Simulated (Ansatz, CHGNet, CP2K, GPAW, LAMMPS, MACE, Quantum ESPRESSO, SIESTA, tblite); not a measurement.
## tblite on liquid mixture of dimethylformamide and H2O at 300 K (102 atoms): settings against a plane-wave reference

Wanted: tblite inputs and outputs for liquid mixture of dimethylformamide and H2O at 300 K (102 atoms), checked against a plane-wave reference.

Method: the method is named at each step, in tblite 0.8.0.

## (1) The structure

The cell holds 102 atoms: 15 C, 5 N, 19 O and 63 H. Its edges and angles: a = 10.188 Å, b = 10.188 Å, c = 10.188 Å, α = 90.0°, β = 90.0°, γ = 90.0°. 5 dimethylformamide, 14 H2O placed at random, at 0.97 g/cm³; overlaps pushed apart, then 10 ps at 450 K with MMFF94 bonds, angles, torsions, charges and radii (Halgren, J. Comput. Chem. 17, 490 (1996)) in harmonic and 12-6 forms; SPC/E water (Berendsen, Grigera and Straatsma, J. Phys. Chem. 91, 6269 (1987)). Snapshot after 20 ps at 300 K and fixed volume.

The yardstick, on the same geometry:

| Property | Result |
| --- | --- |
| method | Kohn-Sham DFT, PBE, PAW, plane waves (Ansatz 0.2.0); cutoff 420 eV, Γ point, fermi-dirac smearing of 0.05 eV; PAW set soft_2 |
| r.m.s. force component | 0.8876 eV/Å |
| longest force | 5.941 eV/Å |
| pressure | 0.9035 GPa |
| gap (highest filled to lowest empty level) | 3.675 eV |
| SCF cycles | 10 |
| time | 5 s on 8 threads of Arm Neoverse V2, shared host |
| CPU time | 35 s |

## (2) GFN1-xTB

Method: GFN1-xTB tight binding, diagonalisation.

run.py reads:

```python
import numpy as np
from ase.io import read
from tblite.ase import TBLite

atoms = read("structure.xyz")
atoms.calc = TBLite(method="GFN1-xTB", electronic_temperature=580, accuracy=1.0, max_iterations=250, mixer_damping=0.4, verbosity=1)
energy = atoms.get_potential_energy()
forces = atoms.get_forces()
print(f"energy {energy:.6f} eV")
print("forces (eV/A)")
for i, (a, f) in enumerate(zip(atoms, forces)):
    print(f"{i:4d} {a.symbol:2s} {f[0]:10.5f} {f[1]:10.5f} {f[2]:10.5f}")
stress = -atoms.get_stress(voigt=False) * 160.21766
print("stress (GPa, compression positive)")
for row in stress:
    print(" ".join(f"{x:10.4f}" for x in row))
print("charges (e)")
print(np.array2string(atoms.get_charges(), precision=4, suppress_small=True, max_line_width=110, threshold=100000))
```

structure.xyz reads:

```xyz
102
Lattice="10.18782 0.00000 0.00000 0.00000 10.18782 0.00000 0.00000 0.00000 10.18782" Properties=species:S:1:pos:R:3 pbc="T T T"
C 8.11093 5.56306 4.32055
N 9.14764 4.78573 3.60751
C 8.68196 4.13564 2.39852
C 0.29321 4.89606 3.97732
O 0.91935 5.65078 4.69098
H 8.52812 6.35985 4.91267
H 7.53491 6.06909 3.55942
H 7.59278 4.78848 4.85969
H 9.58012 3.81829 1.86030
H 8.10889 3.24268 2.65596
H 8.14251 4.84584 1.80762
H 0.95063 4.09713 3.51021
C 3.92679 5.63101 4.08226
N 4.11170 4.23915 4.28367
C 4.12647 3.38174 3.15119
C 4.15317 3.62146 5.49562
O 3.98323 4.20879 6.55739
H 2.98585 5.66239 3.43014
H 3.65692 6.16139 4.98113
H 4.80885 6.09344 3.65203
H 4.61325 3.91070 2.40483
H 4.69129 2.40076 3.43686
H 3.12491 3.13265 2.78189
H 4.43557 2.58485 5.44162
C 0.33599 0.88665 8.24867
N 0.83000 2.19232 8.61594
C 0.41515 3.39631 7.87213
C 1.37026 2.28788 9.89930
O 1.65562 1.24200 0.30105
H 0.10015 0.93208 7.22245
H 1.16854 0.28210 8.49807
H 9.60925 0.69298 8.85923
H 0.27731 4.20808 8.62582
H 1.22784 3.46692 7.17936
H 9.65143 3.19490 7.37415
H 1.66143 3.27600 0.05848
C 5.50774 1.60519 0.37298
N 6.34620 1.82280 9.38033
C 6.04983 0.93005 8.25916
C 6.94218 3.02578 9.16985
O 6.86262 3.97182 9.99303
H 4.47704 1.67692 0.02038
H 5.77028 0.65528 0.74891
H 5.65383 2.35787 1.14083
H 6.65947 1.21531 7.37119
H 6.26184 10.06241 8.63397
H 5.00375 1.03223 7.92826
H 7.54001 3.04096 8.15647
C 7.19484 0.90672 4.55141
N 7.06097 9.90745 5.19895
C 8.22942 9.37269 5.74868
C 5.86472 9.17301 5.20272
O 4.82933 9.58389 4.63760
H 7.51739 1.64971 5.21433
H 7.94589 0.73984 3.78620
H 6.26245 1.25280 4.04141
[... 42 atom lines left out ...]
H 4.60357 5.48696 7.31210
O 2.56916 9.92620 5.72423
H 2.55225 9.27621 6.48394
H 3.41689 9.81148 5.20628
```

Command:

```
> OMP_NUM_THREADS=1 python run.py > output.txt
```

Log:

```text
------------------------------------------------------------
  cycle        total energy    energy error   density error
------------------------------------------------------------
      1     -169.3122320021  -1.7052569E+02   6.0426759E-01
      2     -170.8171311431  -1.5048991E+00   3.1083297E-01
      3     -170.9261026966  -1.0897155E-01   1.0339204E-01
      4     -170.9409140766  -1.4811380E-02   3.2585125E-02
      5     -170.9469300723  -6.0159957E-03   8.0183420E-03
      6     -170.9473687889  -4.3871658E-04   1.2852409E-03
      7     -170.9473912511  -2.2462228E-05   3.5502567E-04
      8     -170.9473924123  -1.1611344E-06   7.4024555E-05
      9     -170.9473924402  -2.7895993E-08   2.4504024E-05
     10     -170.9473924480  -7.8136395E-09   6.8533893E-06
------------------------------------------------------------
 total:                                   1.335 sec
energy -4651.715486 eV
forces (eV/A)
   0 C     0.77070   -0.36334   -0.99910
   1 N     1.93999    1.60296    1.58138
   2 C     1.29447   -0.80242    0.42369
   3 C    -0.13950   -2.37005   -2.14536
   4 O    -1.18336    1.24520    1.09517
   5 H     0.44911   -0.13333    0.58444
   6 H    -0.68060   -0.10112   -0.12321
   7 H    -0.76194    0.31247    0.54471
   8 H    -0.15209   -0.06495   -0.17731
   9 H    -0.26969    0.11905   -0.13931
  10 H    -0.50884    0.22441   -0.37870
  11 H    -0.97946    0.05065   -0.34690
  12 C    -2.16998    0.57418   -1.09928
  13 N     0.44451   -1.85694    2.39718
  14 C     0.12353   -2.45014    0.59158
  15 C    -0.10944    1.90105   -0.55253
  16 O    -0.16524   -0.39389    0.15371
  17 H     1.46037    0.68188    0.30901
  18 H     0.06606   -0.09660    0.59155
  19 H    -0.02560    0.08131   -0.40896
  20 H     1.18061    0.71124   -1.80904
  21 H    -0.98851    1.61269   -0.72057
  22 H    -0.06427   -0.09455    0.28304
  23 H    -0.04228   -0.93526   -0.02804
[...]
94 H     0.04929   -0.89648    0.56777
  95 H    -0.79914    1.19384   -0.21529
  96 O     0.03323    0.56280   -0.72736
  97 H     0.31599   -1.13111    0.38806
  98 H     0.12825    1.02212    0.40662
  99 O    -0.16763   -0.14979    0.10767
 100 H     0.41670    0.57672   -0.66598
 101 H    -1.04626   -0.04857    0.92318
stress (GPa, compression positive)
   -2.2982    -0.0673    -0.5533
   -0.0673    -1.2973    -0.1760
   -0.5533    -0.1760    -0.7774
charges (e)
[ 0.0394 -0.2752  0.0583  0.454  -0.5481  0.0487  0.0505  0.0393  0.0418  0.0345  0.0618  0.0216  0.0632
 -0.2449  0.046   0.4378 -0.5663  0.0569  0.0576  0.0375  0.0553  0.0228  0.0492  0.0139  0.0549 -0.2576
  0.0444  0.4335 -0.5705  0.0444  0.0771  0.03    0.0457  0.0775  0.0312  0.0325  0.0515 -0.2425  0.05
  0.4374 -0.5592  0.0553  0.0562  0.047   0.0286  0.0563  0.0615  0.0052  0.06   -0.2332  0.0437  0.421
 -0.545   0.0346  0.0571  0.0446  0.0562  0.0649  0.0388  0.0423 -0.6749  0.3528  0.362  -0.7291  0.3827
  0.3291 -0.7133  0.3423  0.326  -0.7321  0.37    0.349  -0.7037  0.3452  0.3411 -0.702   0.3447  0.3396
 -0.7048  0.3477  0.3464 -0.7166  0.3432  0.3472 -0.7115  0.3565  0.3614 -0.6993  0.3547  0.3339 -0.7019
  0.3428  0.3432 -0.7395  0.3444  0.3518 -0.7286  0.3368  0.3598 -0.7412  0.3491  0.364 ]
```

The job ended after 1.9 s (1 thread of Arm Neoverse V2, shared host; peak memory 0.16 GiB).

Banners, paths, timers and routine set-up lines are dropped from the logs unmarked, and long logs keep their key lines alone; longer cuts are marked.

Compared with the plane-wave run:

* r.m.s. force component: 0.925 eV/Å
* r.m.s. difference of force components: 301.7 meV/Å
* longest difference of force vectors: 1256 meV/Å
* force difference over r.m.s. force: 33.99 %
* slope of forces against the reference's: 0.9853
* correlation of force components: 0.9454
* pressure: -1.458 GPa
* pressure difference: -2.361 GPa

Length of the force difference by element (eV/Å):

```csv
element,atoms,mean,most
C,15,0.48,1.0
H,63,0.34,0.96
N,5,0.47,0.54
O,19,0.79,1.3
```

A closer look about H66, picked at random: 9 atoms, nearest first, numbered in the order of the input, with positions taken from that point.

| atom | x | y | z | distance (Å) | bonds | Mulliken charge (e) | Fx | Fy | Fz (eV/Å) |
| --- | --- | --- | --- | --- | --- | --- | --- | --- | --- |
| H66 | 0.00 | 0.00 | 0.00 | 0.00 | 1 | 0.33 | 0.64 | -1.32 | 0.30 |
| O64 | 0.41 | -0.91 | -0.03 | 1.00 | 2 | -0.73 | -0.92 | 1.14 | -0.39 |
| H65 | 0.85 | -1.11 | 0.85 | 1.63 | 1 | 0.38 | -0.21 | 0.40 | -0.42 |
| O29 | -1.09 | 1.63 | 0.03 | 1.96 | 1 | -0.57 | -0.05 | 0.58 | 0.44 |
| H86 | 0.23 | -1.26 | -1.78 | 2.19 | 1 | 0.36 | -0.03 | -0.63 | -0.83 |
| H74 | -0.82 | -2.36 | 0.34 | 2.53 | 1 | 0.35 | 0.44 | -1.25 | -0.03 |
| H83 | -2.19 | 0.62 | 1.10 | 2.53 | 1 | 0.34 | -0.32 | -0.78 | 0.99 |
| H31 | -1.58 | 0.67 | -1.96 | 2.60 | 1 | 0.08 | 0.37 | -1.41 | -0.05 |
| H42 | 1.73 | 2.06 | -0.25 | 2.70 | 1 | 0.06 | -0.18 | -0.32 | 0.30 |

Atoms are counted from 1 here, from 0 in the log.

Forces lie 34 % from the reference's, at 0.054 times its CPU time (on 1 against 8 cores).

Left out of this page: tblite IPEA1-xTB (killed or ended with an error).

## (3) Results

```json
{"force difference from the reference": "tblite GFN1-xTB, 34 %", "its CPU time": "1.9 s"}
```

In words: Tight binding differs by 34 % (tblite GFN1-xTB); it is another model, with fitted parameters of its own, and the xTB methods hold dispersion. One electronic-structure run takes under half the reference's CPU time: tblite GFN1-xTB, at 34 % in 1.9 s against 35 s; its pressure misses by -2.4 GPa. Periodic xTB results under one method name differ between programs and library versions. The network of contacts between molecules at the start is that of the classical potential that made the cell, and needn't be the one that DFT or experiment would give. The reference's PBE has no dispersion term, which matters for the binding between molecules or layers. The density was typed from a rule of thumb and may lie off the real one at this temperature. The electronic-structure runs sample only Γ, in a cell whose shortest periodic width is 10 Å.

[Also dropped from logs without a mark: logging warnings of Python, and SIESTA's first energy breakdown and zero terms.]

[Logs are printed without paths, hosts, clocks, repeated set-up lines and the standing remarks that a program may print on its own settings, such as how far it seeks lower states.]

[Hosts, paths, dates, database ids (printed as entryN), source tags and the programs' standing remarks are cut or masked in the printed files.]

[The MMFF94 radii named for the starting cell were scaled by 0.96; in molecules described by MMFF94, hydrogen bound to N, O or S took a small fixed 12-6 site in their place.]
